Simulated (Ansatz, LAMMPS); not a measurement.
# Convergence of a linear-scaling basis for aqueous K+ and SO4 2-, 1.1 mol of salt per kg of water at 280 K (154 atoms), part 2 of 2

Aim: test how closely localised support functions follow the reference on aqueous K+ and SO4 2-, 1.1 mol of salt per kg of water at 280 K (154 atoms), and at what cost. A setting counts as converged where the r.m.s. difference of forces stays under 1 % of the r.m.s. force.

Ansatz 0.2.0; Kohn-Sham DFT, r2SCAN+D4, PAW (set soft_2), plane waves.

The cell: 53 O, 1 S, 98 H and 2 K. The network of contacts between molecules at the start is that of the classical potential that made the cell. The concentration wasn't checked against solubility and may exceed it. The density was typed from a rule of thumb and may lie off the real one at this temperature. The Brillouin zone is sampled at Γ only, in a cell whose shortest periodic width is 12 Å.

So far: Starting point; How the cell was made; Plane-wave single point.

## Step 3: Plane-wave single point (continued)

Electrostatic potential energy in the ac plane at fractional y = 0.263, with atoms of O and H and K within 0.2 Å of it. With pseudopotentials it is smooth inside the atoms' cores, unlike the true potential.

Ten even steps from '_' (-36 eV) to '@' (6 eV), each cell a mean:
```
@@@@@@@@@@@@@@@@@@@@%%%%%%@@@@@@@@@@%%--____::**%%@@@@@@@@@@@@@@
@@@@@@@@@@@@@@@@@@@@@@@@@@@@@@@@@@@@@@++..__--**%%@@@@@@@@@@@@@@
@@@@@@@@@@@@@@@@@@@@@@@@@@@@@@@@@@@@@@@@%%%%%%%%@@@@@@@@@@@@@@@@
@@@@@@@@@@@@@@@@@@@@@@@@@@@@@@@@@@@@@@@@@@@@@@@@@@@@@@@@@@@@@@@@
@@@@@@@@@@@@@@@@@@@@@@@@@@@@@@@@@@%%%%%%%%@@@@@@@@@@@@@@@@@@@@@@
@@@@@@@@@@##++**==++%%@@@@@@@@@@@@==....**@@@@@@@@@@@@@@@@@@@@@@
@@@@@@@@%%--..--..--%%@@@@@@@@@@@@::____==%%%%%%@@@@@@@@@@@@@@@@
@@@@@@@@@@##**##%%%%@@@@@@@@@@@@@@##====%%%%**++##%%@@@@@@@@@@@@
##**##%%@@@@@@@@@@@@@@@@@@@@@@@@@@@@@@@@@@@@######**%%@@@@@@%%%%
..__::**%%@@@@@@@@@@@@@@@@@@@@@@%%%%%%@@@@@@@@@@@@@@@@@@@@@@##==
______==%%@@@@@@@@@@%%%%@@@@@@@@%%%%%%@@@@@@@@@@@@@@@@@@@@%%**..
____..**%%@@@@@@@@%%**##@@@@@@@@%%%%%%@@@@@@@@@@@@@@@@@@@@%%##--
****##%%@@@@@@##++++**%%@@@@@@@@%%####%%@@@@@@@@@@@@@@@@@@@@%%##
%%%%%%@@@@@@@@++..::##@@@@@@@@@@%%++++%%@@@@@@@@@@@@@@@@@@@@@@@@
@@@@@@@@@@@@@@##==::++%%@@@@@@@@@@%%%%@@@@@@@@@@@@@@@@@@@@@@@@@@
@@@@@@@@@@@@@@@@**..--%%@@@@@@@@@@@@@@##--::**@@@@@@@@##====%%@@
@@@@@@@@@@@@@@@@%%%%%%@@@@@@@@@@@@@@@@==____..==##@@@@::____==@@
@@@@@@@@@@@@@@@@%%##%%@@@@@@@@@@@@@@@@##--::--__==%%@@==__..**@@
@@@@@@@@@@@@@@%%--..==@@@@@@@@@@@@@@@@@@@@@@%%##%%@@@@%%==::##@@
@@@@@@@@@@@@@@%%==..==%%@@@@@@@@@@@@@@@@@@@@@@@@@@@@@@%%##**%%@@
@@@@@@@@@@@@@@@@@@%%%%@@@@@@@@@@@@@@@@@@@@@@@@@@@@@@@@@@@@@@@@@@
@@@@@@@@@@@@@@@@@@@@@@@@@@@@@@@@@@@@@@@@@@@@@@@@@@@@@@@@@@@@@@@@
@@@@@@@@@@@@@@@@@@@@@@@@@@@@@@@@@@@@@@@@@@@@@@@@@@@@@@@@@@@@@@@@
@@@@@@@@@@@@@@@@@@@@@@%%%%@@@@@@@@@@@@%%++++%%@@@@@@@@@@@@@@@@@@
```
Columns run along a (11.5 Å; values clipped at the 3rd and 97th percentile), rows up along c (11.5 Å). Atoms in or near the plane, at fractional coordinates: O at (0.65, 0.96), O at (0.58, 0.73), O at (0.89, 0.30), H at (0.27, 0.73), O at (0.65, 0.31), H at (0.73, 0.27), H at (0.30, 0.36), K at (0.03, 0.55).

Mean Löwdin charges: H +0.40, K +0.85, O -0.72, S +2.61 e (they miss 1.1 % of the electrons, so they add up to more than the cell's charge). The largest share in the top eV of filled states is O p (99 % of the projected weight), and in the lowest eV of empty states H s (62 % of the projected weight).

## Step 4: Structure statistics

These statistics describe the geometry on which the runs were made.

Density 1.15 g/cm³, 9.928 Å³ an atom.

g(r), total and by pair (bins of 0.2 Å):

```csv
r (Å),total,H-H,H-O,H-K,H-S,O-O,O-K
0.90,2.81,0.00,6.40,0.00,0.00,0.00,0.00
1.10,2.25,0.00,5.15,0.00,0.00,0.00,0.00
1.30,0.00,0.00,0.00,0.00,0.00,0.00,0.00
1.50,0.18,0.00,0.19,0.00,0.00,0.00,0.00
1.70,1.51,2.48,1.15,0.00,0.00,0.00,0.00
1.90,0.55,0.17,1.10,0.00,0.00,0.00,0.00
2.10,0.52,0.85,0.41,0.00,0.00,0.00,0.00
2.30,0.72,1.34,0.30,0.00,0.00,0.39,0.00
2.50,0.59,1.11,0.17,0.47,2.07,0.34,0.00
2.70,0.93,1.14,0.37,0.00,2.51,2.12,3.90
2.90,0.97,0.67,0.82,1.80,3.00,2.17,3.38
3.10,1.10,0.74,1.47,0.65,0.64,1.07,0.60
3.30,1.13,0.84,1.48,1.93,0.56,0.72,2.62
3.50,1.15,1.02,1.39,1.79,0.00,0.67,0.45
3.70,1.13,1.09,1.12,2.26,2.25,1.04,0.00
3.90,1.09,1.27,0.98,0.62,1.21,1.09,0.00
4.10,1.15,1.22,1.09,0.90,0.72,1.21,1.71
4.30,0.95,0.96,0.93,0.85,0.99,1.10,0.62
4.50,1.02,1.06,0.98,1.08,0.30,1.02,1.71
4.70,1.01,0.99,0.97,0.70,1.38,1.26,0.79
4.90,0.93,0.93,0.97,0.91,0.52,0.84,1.18
5.10,0.94,0.91,0.97,0.35,1.45,1.00,1.11
5.30,0.95,0.99,0.94,1.33,1.10,0.86,0.60
5.50,1.01,1.01,1.05,1.02,1.23,0.80,1.13
5.70,0.99,0.97,1.01,1.73,0.38,0.92,1.24
```

Bonds by pair of elements; cutoffs follow the first minimum of g(r), held within bounds set by covalent radii, and pairs that aren't listed don't count as bonded:

```csv
pair A-B,cutoff (Å),bonds,mean length (Å),spread (Å),shortest (Å),B about A,A about B
H-O,1.21,98,1,0,1,1,1.85
O-K,3.15,11,2.84,0.131,2.65,0.208,5.5
O-S,1.88,4,1.44,0.003,1.44,0.075,4
```

The cutoff for O-K falls short of the minimum of g(r), so counts run low and odd coordinations can be artefacts.

How many atoms have how many bonded neighbours:

```csv
element,mean,1,2,3,4,5,6
H,1,98,0,0,0,0,0
K,5.5,0,0,0,0,1,1
O,2.13,2,42,9,0,0,0
S,4,0,0,0,1,0,0
```

Bond angles, per cent of each kind in bins of 5°:

```csv
angle (°),H-O-H,O-K-O,H-O-K
50–55,0.0,4.0,0.0
55–60,0.0,4.0,0.0
60–65,0.0,0.0,0.0
65–70,0.0,8.0,0.0
70–75,0.0,0.0,5.6
75–80,0.0,8.0,0.0
80–85,0.0,8.0,5.6
85–90,0.0,0.0,11.1
90–95,0.0,12.0,0.0
95–100,0.0,8.0,5.6
100–105,0.0,4.0,22.2
105–110,100.0,8.0,0.0
110–115,0.0,0.0,11.1
115–120,0.0,8.0,0.0
120–125,0.0,0.0,11.1
125–130,0.0,0.0,16.7
130–135,0.0,8.0,0.0
135–140,0.0,4.0,5.6
140–145,0.0,8.0,0.0
145–150,0.0,4.0,5.6
150–155,0.0,0.0,0.0
155–160,0.0,0.0,0.0
160–165,0.0,0.0,0.0
165–170,0.0,0.0,0.0
170–175,0.0,4.0,0.0
```

Bond angles (no mean is given where the spread exceeds 20°):

```csv
angle,count,mean (°),spread (°)
H-O-H,49,110,0
O-K-O,25,-,-
H-O-K,18,110,19.8
O-S-O,6,109,3
K-O-S,2,95.4,0.2
```

Hydrogen bonds between water molecules (O–O under 3.5 Å, H–O···O angle under 30°):

```csv
hydrogen bonds to other water,molecules
0,0
1,2
2,6
3,24
4,15
5,2
```

First shells of the ions:

```csv
ion,count,shell,mean number
K,2,water O within 3.6 A,7
```

Bond length by coordination (bonds to H left out):

```csv
element,coordination,atoms,mean bond length (Å)
K,5,1,2.91
K,6,1,2.78
O,1,2,1.44
O,2,2,2.05
O,3,9,2.88
```

The 49 water molecules hold 3.18 hydrogen bonds each to other water on average, with a mean O–O distance of 2.85 Å. Ion shells in this frame: K 7.0 (water O within 3.6 Å).

A closer look about O5, which bears the longest force: 9 atoms, nearest first, numbered in the order of the input, with positions taken from that point.

```csv
atom,x,y,z,distance (Å),bonds,Löwdin charge (e),Fx,Fy,Fz (eV/Å)
O5,0.00,0.00,0.00,0.00,1,-0.84,2.02,-1.33,0.94
S2,-1.39,0.14,-0.35,1.44,4,2.61,1.11,0.98,0.24
H7,1.48,0.14,0.48,1.57,1,0.40,1.13,-0.23,-0.59
H40,0.59,-1.76,-0.67,1.97,1,0.40,0.43,-0.67,-1.02
H128,-0.86,0.14,2.00,2.18,1,0.38,0.76,0.32,1.75
H113,1.27,1.62,-0.95,2.27,1,0.39,-0.16,1.73,0.24
O1,-1.62,1.57,-0.41,2.29,2,-0.82,-1.49,1.79,-0.10
O4,-1.53,-0.42,-1.68,2.31,2,-0.79,-0.61,-0.71,-1.43
O3,-2.23,-0.53,0.62,2.37,1,-0.80,-1.41,-0.74,0.92
```

The column of bonds counts only the pairs H-O within 1.21 Å, O-K within 3.15 Å, O-S within 1.88 Å; other neighbours, such as metal atoms beside each other in a compound, aren't counted, and periodic images can show an atom twice.

## Step 5: Support functions medium

With localised support functions most steps grow linearly with size, though the diagonalisation grows faster unless the density matrix is cut; this run measures error and cost at this size.

This step: Kohn-Sham DFT, r2SCAN+D4, PAW (set soft_2), localised support functions (medium) (Ansatz 0.2.0).

The input, input.yaml:

```yaml
crystal:
  lattice:
    - [11.52017, 0.0, 0.0]
    - [0.0, 11.52017, 0.0]
    - [0.0, 0.0, 11.52017]
  atoms:
    [... the 154 atom lines of step 3 ...]
kpoints:
  mp_grid: { grid: [1, 1, 1] }
hamiltonian:
  xc: r2scan
  dispersion: d4
scf:
  occupations: { method: fixed }
  eigensolver: { kind: { support_functions: { accuracy: medium } } }
  max_iter: 150
output:
  forces: true
  eigenvalues: true
```

Started as:

```console
> ansatz run input.yaml --threads 8 --pin off --max-ram 15872MiB --backend cpu --events-out ev --progress --plain --runs-dir out
```

Log:

```text
Warning: scf.eigensolver.kind.support_functions: disabling space-group detection — the functions' gradient is summed over unrotated k-points, so no spatial operation reduces the k-mesh or symmetrises the density; time reversal is kept, so that k and −k are solved as one point where they differ and the mesh holds both, and exact exchange and, on two spinor components, a DFT+U term hold to it where the run has them: [...]
settings of this run that can trade accuracy for cost: scf.eigensolver.kind.support_functions [...]
[...]
Crystal: 154 atoms, lattice volume = 1528.891 Å³
Basis set: ecut = 500 eV, 38911 PW (Γ), exchange–correlation on 324×324×324 points (27 copies of the dense FFT grid, shifted against one another)
Bands: 264, of which v1, the nominal top of the filled ones, is band 220 counted from 1 (219 counted from 0)
Symmetry: 1 space group operations
k-points: 1
[...]
SCF iter   1: F=—  HF=-35701.412723 eV  |F-HF|=—  |Δ(HF+E_count)|=         —  Δρ=9.93e-2  dr2=1.31e2  dr2_τ=1.60e1  ethr=1.00e-1
[...]
SCF iter  12: F=-35707.968562 eV  HF=-35707.968560 eV  |F-HF|=1.72e-6  |Δ(HF+E_count)|=   9.13e-4  Δρ=9.46e-6  dr2=2.44e-6  dr2_τ=1.31e-7  ethr=2.40e-9
SCF 1 converged in 12 iterations: F = -35707.977071 eV  dr2 = 2.44e-6
[...]
SCF converged after 12 iterations
Stability not checked: this state was not tested for a lower state beside it, because the mixer in use, unlike msr1, does not test its closes by its own steps (another_mixer; see scf.mixing.algorithm and scf.lower_state_search)
Free energy (F): -35707.977071 eV
[...]
Internal energy: -35707.977071 eV  (E = F + TS)
E sigma→0 (E₀):  -35707.977071 eV
Fermi energy:    -2.049341 eV
[...]
--- Forces (eV/Å), atoms counted from 1 ---
  atom   1  O     -1.48819998     1.78869708    -0.10101411
  atom   2  S      1.10804781     0.97643725     0.23665883
  atom   3  O     -1.40183252    -0.73462796     0.92042231
  atom   4  O     -0.60658855    -0.71033274    -1.42349590
  atom   5  O      2.01069318    -1.32689114     0.94050921
  atom   6  O      0.02041578    -0.49312384    -0.84510481
  atom   7  H      1.14268545    -0.23353117    -0.59561610
  atom   8  H     -0.61298830     0.69420640     1.56805591
  atom   9  O     -0.98333286    -0.26962150    -0.49688688
  atom  10  H      1.61845467    -0.24731672     0.46384771
  atom  11  H     -1.12624871     0.47980438     0.14719472
  atom  12  O     -0.47082293    -0.24893250     0.87458962
  atom  13  H      0.30956816     0.99615025    -0.16702382
  atom  14  H      0.04318133    -0.83109320    -0.39664139
[...]
atom 153  K      0.00439915    -0.31386290     0.04650530
  atom 154  K      0.27354425     0.29840937    -0.43588479
  max |Σ_I F_I| component: 1.45e-3 eV/Å
--- Band table (eV) ---
[...]
```

Run time: 3 min. Hardware: 8 threads of Arm Neoverse V2, shared host; peak memory 8.8 GiB; 23 min of CPU time.

The program notes that the band table was not solved further than the SCF left it and it switched symmetry off.

Keys that differ from the reference: support_functions.accuracy = "medium" and scf.max_iter = 150.

Forces differ from the reference by 5.7 meV/Å r.m.s., 0.77 % of their size, within a tolerance of 1 %; the energy by -3.4 meV/atom. It took 3 min and 12 cycles; the reference's time can't be set against it, since the two runs asked for unlike analyses.

## Step 6: Cost against change

Each row is set against the plane-wave reference (Kohn-Sham DFT, r2SCAN+D4, PAW (set soft_2), plane waves; r.m.s. force component 0.738 eV/Å). Energies are set beside the reference only for runs with its functional, potentials and electron count. Times are for 8 threads of Arm Neoverse V2, shared host. The reference's time includes the DOS, the stress and grids, which some other runs skip.

```csv
run,"Δ force, r.m.s. (meV/Å)",share of r.m.s. force (%),Δ energy (meV/atom),Δ gap (eV),cycles,time,host memory (GiB)
reference,-,-,-,-,9,32 s,4.4
support functions medium,5.67,0.769,-3.44,-6.0e-4,12,3 min,8.8
```

## Step 7: Results

```
free energy per atom                             : -231.8665 eV/atom
pressure                                         : -3.796 GPa
r.m.s. force component                           : 0.7378 eV/Å
gap (highest filled to lowest empty level) : 4.595 eV
wall time of the 2 DFT runs                      : 3.5 min
```

**Reading.** Against plane waves at 500 eV, the forces differ by 5.7 meV/Å (0.77 %) with support functions medium. At 154 atoms the run with support functions medium takes roughly 5.6 times the time of plane waves (whose run also made extra analyses, so the like-for-like ratio is larger), in 12 SCF cycles against 9. Differences between support functions and plane waves include what basis error the plane-wave run still has.

Between filled and empty levels lie 4.59 eV (at Γ alone); a semilocal functional tends to put such gaps too low. In a disordered cell it changes from sample to sample and from frame to frame. The 49 water molecules hold 3.18 hydrogen bonds each to other water on average, with a mean O–O distance of 2.85 Å.

**Limits.** The force components of 0.74 eV/Å r.m.s. reflect the temperature of the frame as well as the gap between the generating potential and DFT, above all in bond lengths inside molecules. The pressure of -3.8 GPa is that of one thermal frame, in which the classical model's bond lengths enter as well as the volume, without the kinetic term and with the strain of bonds inside molecules.

[Logs are printed without paths, hosts, clocks, repeated set-up lines and the standing remarks that a program may print on its own settings, such as how far it seeks lower states.]

[Hosts, paths, dates, database ids (printed as entryN), source tags and the programs' standing remarks are cut or masked in the printed files.]
